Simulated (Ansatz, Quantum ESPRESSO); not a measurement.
# 1T-SnS2, 1 layer: the gap along the path at a withheld member of a series

How the rows were computed: Quantum ESPRESSO 7.5, PBE, GBRV ultrasoft. Cell and atoms are first relaxed; each strained cell is then held and the atoms relax in it. A periodic run with 15 Å of vacuum in the starting cell gives the vacuum levels, and bands follow along a path. The series steps biaxial strain.

```tsv
biaxial strain	gap along the path (eV)
-4 %	1.4067
-3 %	1.4530
-2 %	1.4904
-1 %	1.5229
0 %	1.5513
1 %	1.5733
2 %	1.5896
3 %	1.6039
```

One more run was made and is withheld. What is the gap along the path at 4 %?

**Worked estimate.** The rows at 2 % and 3 % give a slope of (1.6039 − (1.5896))/(3 − (2)) = 0.0143, so a straight line gives 1.6182 eV. A parabola through these and the row at 1 % gives 1.6162 eV.

**Check.** 1.5784 eV. The line misses by +0.0398 and the parabola by +0.0378 eV. Neither catches the point well; the series is not smooth on this step.

Caveats: Semilocal gaps are too small; the 1×1 cell can't ripple over many cells under compression as a free sheet would. No spin-orbit coupling.

[Logs are printed without paths, hosts, clocks, repeated set-up lines and the standing remarks that a program may print on its own settings, such as how far it seeks lower states.]
